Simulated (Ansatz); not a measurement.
**Lattice dynamics of SrBe (built on the sites of a database entry of SrMg)**

How does SrBe (built on the sites of a database entry of SrMg) vibrate, and is this structure a minimum?

Calculated with Ansatz 0.2.0; DFT PBEsol, scalar-relativistic, plane waves, norm-conserving pseudopotentials.

The structure was built from a prototype and need not be the compound's stable phase.

## 1. The starting structure

It takes space group Pm-3m (No. 221, cubic). The conventional cell has a = 3.690 Å, b = 3.690 Å, c = 3.690 Å, α = 90.00°, β = 90.00°, γ = 90.00°. Nearest to Sr lie 8 Be at 3.20 Å. Nearest to Be lie 8 Sr at 3.20 Å. Farther neighbours are not listed.

## 2. Relaxation

Harmonic phonons are second derivatives at a point where the forces vanish, and they are wanted at zero stress, so atoms and cell are relaxed first.

input.yaml

```yaml
crystal:
  lattice:
    - [3.68962, 0.0, 0.0]
    - [0.0, 3.68962, 0.0]
    - [0.0, 0.0, 3.68962]
  atoms:
    - { symbol: Sr, position: [0.5, 0.5, 0.5] }
    - { symbol: Be, position: [0.0, 0.0, 0.0] }
kpoints:
  mp_grid: { grid: [10, 10, 10] }
hamiltonian:
  xc: pbesol
  pseudopotentials: { kind: nc }
scf:
  occupations: { method: gaussian, width: 0.1 }
output:
  forces: true
  stress: true
  eigenvalues: true
relax:
  adjacent_minimum: "off"
  f_tol: 0.005
  max_steps: 80
  cell: { stress_tol: 0.05 }
```

Run with:

```console
$ ansatz run input.yaml --threads 4 --pin off --max-ram 7168MiB --backend cpu --events-out ev --progress --plain --runs-dir out
```

Numbers of over 12 decimals in the logs are rounded to 6 here.

The log of the run:

```text
Engine: ansatz 0.2.0, aarch64-unknown-linux-gnu
Pseudopotentials: kind: nc
Pseudopotential: Sr, nc, valence charge 10, recommended cutoff 925.187132 eV (normal), Sr.nc.azcp (PseudoDojo's, or run here from an input of PseudoDojo's: the run reads no file of this project's for it)
Pseudopotential: Be, nc, valence charge 4, recommended cutoff 1197.300995 eV (normal), Be.nc.azcp (PseudoDojo's, or run here from an input of PseudoDojo's: the run reads no file of this project's for it)
Functional definition: PBEsol
  exchange = pbesol_x
  correlation = pbesol_c
Crystal: 2 atoms, lattice volume = 50.228 Å³
Basis set: ecut = 1197.300995 eV, 4729 PW (Γ), exchange–correlation on 90×90×90 points (8 copies of the dense FFT grid, shifted against one another)
Bands: 11, of which v1, the nominal top of the filled ones, is band 7 counted from 1 (6 counted from 0)
Symmetry: 48 space group operations
Space group: Pm-3m (ITA 221), of the structure as read, at distance tolerance 3.7e-5 Å
k-points: 56 of 1000
Non-local potential: Sr, projectors of the file, l = 0: 2, l = 1: 2, l = 2: 2
Non-local potential: Be, projectors of the file, l = 0: 2, l = 1: 2
Initial density: superposition of atomic densities (chi_scale 0.1, normalization cell, long waves kept (reshape's long-wave potential 0.00 eV rms))
Initial wavefunctions: pseudopotential atomic-orbital guess
Functional: x = pbesol(κ = 0.804, μ = 0.123457), c = pbesol(β = 0.046)
SCF iter   1: F=—  HF=-1307.338813 eV  |F-HF|=—  |Δ(HF+E_count)|=         —  Δρ=1.89e-2  dr2=6.35e-2  ethr=3.10e-3  ⟨swp⟩=5.8  Hψ=4700  notcnv=0
preconditioner: auto → none  [metal: Δε(μ)=0.047 eV  Ē_g=4.597 eV  σ=0.100 eV  W_gap=0.25  n_scr=6 (ndim 8)  ℏωp=10.5 eV  f_vac=0.000  D(μ)=0.86/eV (n_scr^D=6)  sad-step TF]
SCF iter   2: F=—  HF=-1307.328639 eV  |F-HF|=—  |Δ(HF+E_count)|=   1.02e-2  Δρ=9.86e-3  dr2=2.28e-2  ethr=4.53e-4  ⟨swp⟩=1.0  Hψ=1065  notcnv=0
SCF iter   3: F=—  HF=-1307.326137 eV  |F-HF|=—  |Δ(HF+E_count)|=   2.50e-3  Δρ=1.09e-3  dr2=1.60e-4  ethr=1.63e-4  ⟨swp⟩=2.0  Hψ=1013  notcnv=0  defer=1
SCF iter   4: F=—  HF=-1307.326221 eV  |F-HF|=—  |Δ(HF+E_count)|=   8.44e-5  Δρ=1.49e-4  dr2=1.09e-5  ethr=1.14e-6  ⟨swp⟩=2.6  Hψ=959  notcnv=0  defer=1
SCF iter   5: F=—  HF=-1307.326171 eV  |F-HF|=—  |Δ(HF+E_count)|=   5.04e-5  Δρ=2.61e-5  dr2=2.13e-7  ethr=7.78e-8  ⟨swp⟩=2.0  Hψ=945  notcnv=0  defer=1
SCF iter   6: F=-1307.326171 eV  HF=-1307.326171 eV  |F-HF|=6.33e-10  |Δ(HF+E_count)|=   1.66e-8  Δρ=6.76e-6  dr2=6.39e-9  ethr=7.14e-10  ⟨swp⟩=8.6  Hψ=3717  notcnv=0
SCF 1 converged in 6 iterations: F = -1307.326171 eV  dr2 = 6.39e-9
relax step   1: F+E_penalty+E_count = -1307.32617068 eV  Δ(F+E_penalty+E_count) = +0.000e0 eV  max|allowed force component| = 3.104e-29 eV/Å  Δτ_max = 0.0000 Å  P = +0.388 GPa  Ω = 50.228 Å³  (6 SCF iters, dr2 threshold 1.00e-7 eV, accepted)
Crystal: 2 atoms, lattice volume = 50.951 Å³
Basis set: ecut = 1197.300995 eV, 4801 PW (Γ), exchange–correlation on 90×90×90 points (8 copies of the dense FFT grid, shifted against one another)
Initial density: handed on by an earlier stage of this run
Initial wavefunctions: those handed on with the density
iter 1 solved again at ethr=2.20e-7 eV; its pass at ethr=3.10e-3 eV (dr2=3.07e-5 eV) is discarded
SCF iter   1: F=—  HF=-1307.326847 eV  |F-HF|=—  |Δ(HF+E_count)|=         —  Δρ=2.85e-4  dr2=3.09e-5  ethr=2.20e-7  ⟨swp⟩=3.3  Hψ=5566  notcnv=0
preconditioner: auto → none  [metal: Δε(μ)=0.141 eV  Ē_g=4.607 eV  σ=0.100 eV  W_gap=0.48  n_scr=6 (ndim 8)  ℏωp=10.4 eV  f_vac=0.000  D(μ)=0.89/eV (n_scr^D=6)]
SCF iter   2: F=—  HF=-1307.326827 eV  |F-HF|=—  |Δ(HF+E_count)|=   2.02e-5  Δρ=1.13e-4  dr2=2.51e-6  ethr=2.20e-7  ⟨swp⟩=2.8  Hψ=949  notcnv=0
SCF iter   3: F=—  HF=-1307.326828 eV  |F-HF|=—  |Δ(HF+E_count)|=   1.14e-6  Δρ=3.56e-5  dr2=2.62e-7  ethr=1.79e-8  ⟨swp⟩=1.3  Hψ=732  notcnv=0
SCF iter   4: F=-1307.326829 eV  HF=-1307.326829 eV  |F-HF|=2.54e-10  |Δ(HF+E_count)|=   1.95e-7  Δρ=2.90e-6  dr2=1.03e-9  ethr=1.43e-9  ⟨swp⟩=7.0  Hψ=3484  notcnv=0
SCF 2 converged in 4 iterations: F = -1307.326829 eV  dr2 = 1.03e-9
relax step   2: F+E_penalty+E_count = -1307.32682866 eV  Δ(F+E_penalty+E_count) = -6.580e-4 eV  max|allowed force component| = 2.712e-30 eV/Å  Δτ_max = 0.0000 Å  P = -0.072 GPa  Ω = 50.951 Å³  energy of the carried Pulay correction = -4.426e-5 eV  (4 SCF iters, dr2 threshold 2.00e-7 eV, accepted)
Crystal: 2 atoms, lattice volume = 50.836 Å³
iter 1 solved again at ethr=1.66e-8 eV; its pass at ethr=3.10e-3 eV (dr2=2.33e-6 eV) is discarded
SCF iter   1: F=—  HF=-1307.326877 eV  |F-HF|=—  |Δ(HF+E_count)|=         —  Δρ=4.46e-5  dr2=7.40e-7  ethr=1.66e-8  ⟨swp⟩=3.2  Hψ=5217  notcnv=0
preconditioner: auto → none  [metal: Δε(μ)=0.041 eV  Ē_g=4.610 eV  σ=0.100 eV  W_gap=0.22  n_scr=6 (ndim 8)  ℏωp=10.4 eV  f_vac=0.000  D(μ)=0.89/eV (n_scr^D=6)]
SCF iter   2: F=—  HF=-1307.326862 eV  |F-HF|=—  |Δ(HF+E_count)|=   1.53e-5  Δρ=1.79e-5  dr2=5.93e-8  ethr=5.28e-9  ⟨swp⟩=2.9  Hψ=968  notcnv=0
SCF iter   3: F=-1307.326862 eV  HF=-1307.326862 eV  |F-HF|=3.78e-9  |Δ(HF+E_count)|=   2.36e-8  Δρ=5.68e-6  dr2=6.51e-9  ethr=9.27e-11  ⟨swp⟩=6.5  Hψ=3207  notcnv=0
SCF 3 converged in 3 iterations: F = -1307.326862 eV  dr2 = 6.51e-9
relax step   3: F+E_penalty+E_count = -1307.32686178 eV  Δ(F+E_penalty+E_count) = -3.312e-5 eV  max|allowed force component| = 2.646e-30 eV/Å  Δτ_max = 0.0000 Å  P = -0.001 GPa  Ω = 50.836 Å³  energy of the carried Pulay correction = -3.729e-5 eV  (3 SCF iters, dr2 threshold 1.30e-8 eV, accepted)
Initial wavefunctions: pseudopotential atomic-orbital guess (no wavefunctions were taken with the density)
iter 1 solved again at ethr=6.13e-8 eV; its pass at ethr=3.10e-3 eV (dr2=8.58e-6 eV) is discarded
SCF iter   1: F=—  HF=-1307.326941 eV  |F-HF|=—  |Δ(HF+E_count)|=         —  Δρ=1.43e-5  dr2=9.60e-9  ethr=6.13e-8  ⟨swp⟩=4.2  Hψ=6997  notcnv=0
SCF iter   2: F=—  HF=-1307.326904 eV  |F-HF|=—  |Δ(HF+E_count)|=   3.74e-5  Δρ=7.40e-6  dr2=2.31e-9  ethr=6.86e-11  ⟨swp⟩=2.4  Hψ=1054  notcnv=0
SCF iter   3: F=—  HF=-1307.326904 eV  |F-HF|=—  |Δ(HF+E_count)|=   2.44e-9  Δρ=5.16e-7  dr2=1.09e-10  ethr=1.65e-11  ⟨swp⟩=2.2  Hψ=811  notcnv=0
SCF iter   4: F=-1307.326904 eV  HF=-1307.326904 eV  |F-HF|=1.82e-12  |Δ(HF+E_count)|=  1.39e-11  Δρ=1.75e-7  dr2=3.11e-12  ethr=1.00e-12  ⟨swp⟩=9.1  Hψ=3897  notcnv=0
SCF 4 converged in 4 iterations: F = -1307.326904 eV  dr2 = 3.11e-12
relax step   4: F+E_penalty+E_count = -1307.32690410 eV  Δ(F+E_penalty+E_count) = -4.232e-5 eV  max|allowed force component| = 2.638e-30 eV/Å  Δτ_max = 0.0000 Å  P = +0.002 GPa  Ω = 50.836 Å³  stress off target by 1.79e-3 GPa  SCF on the basis re-selected at this cell (its energy is not comparable with the rows above)  (4 SCF iters)
basis re-selected at this cell: Δ(F+E_penalty+E_count) = -4.232e-5 eV, ΔP = +0.003 GPa vs the last step (what re-selecting the basis moved, of the pressure what is left beyond the Pulay correction that the steps carried, after the strain that the cell walked since its last selection, with what the two solves' SCF thresholds leave and, on support functions, any second-order correction that the steps lacked; it is no m [...]
SCF converged after 4 iterations
Free energy (F): -1307.326904 eV
Harris-Foulkes:  -1307.326904 eV  (|F-HF|=1.82e-12)
Internal energy: -1307.322465 eV  (E = F + TS)
E sigma→0 (E₀):  -1307.324685 eV
Entropy (-TS):   -0.004439 eV (-2.219 meV/atom)
Fermi energy:    6.487842 eV
--- Per-component energies (eV) ---
  E_band       = -288.666980
  E_kinetic    = 483.654202
  E_local      = -813.390388  (includes V_loc(G=0)·N_el)
  E_nonlocal   = -138.890238
  E_hartree    = 214.459200
  E_xc         = -288.790680
  E_vxc        = -248.958948  (∫ρ·V_xc dr)
  E_ewald      = -764.364562
  E_smearing   = -0.004439  (= −TS)
  E_closure    = -0.000000  (closes the sum)
  Σ components = -1307.326904   (vs F -1307.326904, Δ=0.00e0)
--- Forces (eV/Å), atoms counted from 1 ---
  atom   1  Sr     0.00000000    -0.00000000    -0.00000000
  atom   2  Be    -0.00000000     0.00000000    -0.00000000
  max |Σ_I F_I| component: 5.24e-30 eV/Å
--- Stress (GPa, compression-positive) ---
        0.001789      -0.000000       0.000000
       -0.000000       0.001789      -0.000000
        0.000000      -0.000000       0.001789
  P = ⅓ Tr σ = 0.0018 GPa (0.018 kbar)
--- Band table (eV; the first three rows and the last of 56) ---
  k-point 0: bands = [... 3 lower, -10.3921, -10.3921, 1.3152, 7.8424, 7.8424, 10.0565, 10.0565, 10.0565]
  k-point 1: bands = [... 3 lower, -10.3878, -10.3878, 1.4492, 7.6419, 7.9128, 9.8849, 9.8849, 10.1430]
  k-point 2: bands = [... 3 lower, -10.3763, -10.3763, 1.8329, 6.9972, 8.1120, 9.4996, 9.4996, 10.6329]
  k-point 55: bands = [... 3 lower, -10.7100, -10.7100, 5.4666, 5.4666, 5.4666, 6.8550, 12.3441, 12.3441]
--- Relaxed structure (3 steps of the walk, 3 accepted, 1 SCFs on fresh bases) ---
  F+E_penalty+E_count = -1307.32690410 eV   max|allowed force component| = 2.638e-30 eV/Å   (the final SCF, on the basis selected at the relaxed cell)
  cell:  # Å, volume = 50.8363 Å³
    - [3.704458, 0, 0]
    - [0, 3.704458, 0.0]
    - [0, 0.0, 3.704458]
  atoms:
    - { symbol: Sr, position: [0.5, 0.5, 0.5] }
    - { symbol: Be, position: [0, 0, 0] }
```

Wall time 6.8 s (4 threads of Arm Neoverse V2, shared host); peak memory 0.49 GiB; 26 s of CPU time.

Step by step:

```csv
step,energy less that of the first step (eV),largest force component (eV/Å),pressure (GPa),volume (Å³)
1,0.0000,0.0000,0.39,50.23
2,-0.0007,0.0000,-0.07,50.95
3,-0.0007,0.0000,0.00,50.84
4*,-0.0007,0.0000,0.00,50.84
```

Relaxation steps marked * repeat the geometry before them on a plane-wave basis chosen anew for their cell, so energy and pressure can jump there.

The run keeps the 48 symmetry operations that it works with, so distortions that break them were not tested.

```csv
"conventional cell, symmetrised",before,after,change
a (Å),3.690,3.704,+0.4 %
b (Å),3.690,3.704,+0.4 %
c (Å),3.690,3.704,+0.4 %
volume (Å³/atom),25.11,25.42,+1.2 %
```

The relaxed structure:

```xyz
2
Lattice="3.7045 0.0000 0.0000 0.0000 3.7045 0.0000 0.0000 0.0000 3.7045" Properties=species:S:1:pos:R:3 pbc="T T T"
Sr    1.8522    1.8522    1.8522
Be    0.0000    0.0000    0.0000
```

This step gave:

- pressure: 0.001789 GPa
- volume per atom: 25.42 Å³
- gap on the k-mesh: 0 eV

In this step the volume went from 25.11 to 25.42 Å³/atom.

## 3. Tight relaxation

Phonons need a cell at rest on their own settings, so the relaxation is repeated with tight tolerances on forces and stress, using the mesh and the filling of the phonon run that follows.

input.yaml, the sections that differ from step 2:

```yaml
crystal:
  lattice:
    - [3.7044577973, 0.0, 0.0]
    - [0.0, 3.7044577973, 0.0]
    - [0.0, 0.0, 3.7044577973]
  atoms:
    - { symbol: Sr, position: [0.5, 0.5, 0.5] }
    - { symbol: Be, position: [0.0, 0.0, 0.0] }
kpoints:
  mp_grid: { grid: [12, 12, 12] }
scf:
  occupations: { method: methfessel_paxton, width: 0.15 }
relax:
  adjacent_minimum: "off"
  f_tol: 0.001
  max_steps: 60
  cell: { stress_tol: 0.01 }
# hamiltonian, output: as in step 2
```

The log of the run:

```text
[...]
Crystal: 2 atoms, lattice volume = 50.836 Å³
Basis set: ecut = 1197.300995 eV, 4801 PW (Γ), exchange–correlation on 90×90×90 points (8 copies of the dense FFT grid, shifted against one another)
Bands: 11, of which v1, the nominal top of the filled ones, is band 7 counted from 1 (6 counted from 0)
Symmetry: 48 space group operations
[...]
k-points: 84 of 1728
[...]
k-point 83: bands = [... 3 lower, -10.6710, -10.6710, 5.4970, 5.4970, 5.4970, 6.9106, 12.4133, 12.4133]
--- Relaxed structure (3 steps of the walk, 3 accepted, 1 SCFs on fresh bases) ---
[...]
cell:  # Å, volume = 50.6093 Å³
    - [3.698935, 0, 0]
    - [0, 3.698935, 0]
    - [0, 0, 3.698935]
  atoms:
    - { symbol: Sr, position: [0.500000, 0.500000, 0.500000] }
    - { symbol: Be, position: [0, 0, 0] }
[key lines of the parts left out:]
SCF converged after 4 iterations
Free energy (F): -1307.326770 eV
Fermi energy:    6.591654 eV
P = ⅓ Tr σ = -0.0011 GPa (-0.011 kbar)
```

It took 10 s on 4 threads; peak memory 0.55 GiB; 38 s of CPU time.

Relaxation path:

```csv
step,energy less that of the first step (eV),largest force component (eV/Å),pressure (GPa),volume (Å³)
1,0.0000,0.0000,-0.14,50.84
2,-0.0001,0.0000,0.02,50.57
3,-0.0001,0.0000,0.00,50.61
4*,-0.0001,0.0000,0.00,50.61
```

Relaxation steps marked * repeat the geometry before them on a plane-wave basis chosen anew for their cell, so energy and pressure can jump there.

The run keeps the 48 symmetry operations that it works with, so distortions that break them were not tested.

```csv
"conventional cell, symmetrised",before,after,change
a (Å),3.704,3.699,-0.1 %
b (Å),3.704,3.699,-0.1 %
c (Å),3.704,3.699,-0.1 %
volume (Å³/atom),25.42,25.30,-0.4 %
```

Final coordinates:

```xyz
2
Lattice="3.6989 0.0000 0.0000 0.0000 3.6989 0.0000 0.0000 0.0000 3.6989" Properties=species:S:1:pos:R:3 pbc="T T T"
Sr    1.8495    1.8495    1.8495
Be    0.0000    0.0000    0.0000
```

Numbers from this step:

```yaml
pressure: -0.001140 GPa
volume_per_atom: 25.30 Å³
```

The forces vanish by symmetry and the pressure is -0.001 GPa, within the tolerances set. The cell now holds 25.30 Å³/atom.

## 4. Modes at Γ

The zone centre comes first: it holds the modes that light can see, as far as symmetry allows. No field response is asked, since the mesh shows no gap.

input.yaml, the sections that differ from step 3:

```yaml
crystal:
  lattice:
    - [3.6989351548, 0.0, 0.0]
    - [0.0, 3.6989351548, 0.0]
    - [0.0, 0.0, 3.6989351548]
  atoms:
    - { symbol: Sr, position: [0.5, 0.5, 0.5] }
    - { symbol: Be, position: [0.0, 0.0, 0.0] }
output:
  eigenvalues: true
phonons:
  method: dfpt
# kpoints, hamiltonian, scf: as in step 3
# relax: removed
```

The log of the run:

```text
[...]
Crystal: 2 atoms, lattice volume = 50.609 Å³
Basis set: ecut = 1197.300995 eV, 4729 PW (Γ), exchange–correlation on 90×90×90 points (8 copies of the dense FFT grid, shifted against one another)
Bands: 11, of which v1, the nominal top of the filled ones, is band 7 counted from 1 (6 counted from 0)
Symmetry: 48 space group operations
k-points: 196 of 1728 (irreducible under 8 space group operations, time reversal used)
[...]
SCF iter   1: F=—  HF=-1307.338763 eV  |F-HF|=—  |Δ(HF+E_count)|=         —  Δρ=1.90e-2  dr2=6.58e-2  ethr=3.10e-3  ⟨swp⟩=5.7  Hψ=16338  notcnv=0
[...]
SCF iter   8: F=-1307.326770 eV  HF=-1307.326770 eV  |F-HF|=3.18e-12  |Δ(HF+E_count)|=  1.93e-11  S|Δr|=    0.00e0  Δρ=1.30e-7  dr2=5.67e-12  ethr=1.00e-12  ⟨swp⟩=6.9  Hψ=14408  notcnv=0
SCF 1 converged in 8 iterations: F = -1307.326770 eV  dr2 = 5.67e-12
DFPT response loops at Γ: preconditioner auto → Kerker (q_TF=auto, 2.202 Å⁻¹) (partly filled bands, converged f_vac=0.000); β = 1.00, the filter's whole step (`scf.mixing.beta` (0.50) is not read by the response loops under this deck's `scf.mixing.preconditioner`; to damp them name `kerker` or `kerker_dos`, under which they read `scf.mixing.beta`, and type it under 1.00, their step now; both keys bind the ground state too); Broyden in place of MSR1
SCF converged after 8 iterations
[...]
Free energy (F): -1307.326770 eV
[...]
Internal energy: -1307.329803 eV  (E = F + TS)
E sigma→0 (E₀):  -1307.327529 eV
Entropy (-TS):   0.003033 eV (1.516 meV/atom)
Fermi energy:    6.591654 eV
[...]
--- Band table (eV; the first three rows and the last of 196) ---
  k-point 0: bands = [... 3 lower, -10.3492, -10.3492, 1.3477, 7.8777, 7.8777, 10.1119, 10.1119, 10.1119]
  k-point 1: bands = [... 3 lower, -10.3461, -10.3461, 1.4416, 7.7428, 7.9269, 9.9881, 9.9881, 10.1638]
  k-point 2: bands = [... 3 lower, -10.3376, -10.3376, 1.7139, 7.2977, 8.0690, 9.6885, 9.6885, 10.4623]
  k-point 195: bands = [... 3 lower, -10.6710, -10.6710, 5.4970, 5.4970, 5.4970, 6.9106, 12.4133, 12.4133]
--- Phonons (Γ-DFPT): 2 representative perturbations + reference, on 196 of 1728 k-points (Σ response iterations 6) ---
  k mesh reduced under 8 symmetry operations, with k and −k counted as one. Each operation leaves every solved perturbation unchanged. A smaller set is not used because it would not reduce the number of displacements times k-points to solve
  ASR residual: 2.434e-4 → 0.000e0 eV/Å²; symmetrization residual: 1.372e-7 eV/Å²
  ASR residual per site (eV/Å²): 2.43e-4 2.24e-5
  Γ frequencies (cm⁻¹): 0.00 0.00 0.00 294.62 294.62 294.62
  non-analytic LO–TO correction: not included (Born effective charges unavailable; polar crystals: no LO–TO splitting at Γ)
```

It took 23 s on 4 threads; peak memory 1.4 GiB.

This step gave:

```yaml
sum_rule_residual_before_enforcement: 2.43e-4 eV/Å²
point_group: m-3m
highest_optical_mode_at_the_zone_centre_no_lo_to_term: 294.6 cm⁻¹
lowest_optical_zone_centre_mode: 294.6 cm⁻¹
```

Patterns of degenerate modes are one choice out of their space. Modes at Γ, with each element's share of the kinetic energy:

```csv
mode,frequency (cm⁻¹),symmetry,Sr %,Be %
1,0.0,acoustic,91,9
2,0.0,acoustic,91,9
3,0.0,acoustic,91,9
4,294.6,T1u,9,91
5,294.6,T1u,9,91
6,294.6,T1u,9,91
```

Displacements in mode 4 (294.6 cm⁻¹), the largest set to 1:
```
Sr1  0.00  0.01 -0.10
Be2  0.00 -0.13  1.00
```

Before it was imposed, the acoustic sum rule was missed by 2.4e-4 eV/Å². Small misses are needed for a sound result but don't prove that mesh and cutoff are converged. The lowest optical mode is real, 295 cm⁻¹.

[end of part 1 of 2]

[Logs are printed without paths, hosts, clocks, repeated set-up lines and the standing remarks that a program may print on its own settings, such as how far it seeks lower states.]

[Hosts, paths, dates, database ids (printed as entryN), source tags and the programs' standing remarks are cut or masked in the printed files.]
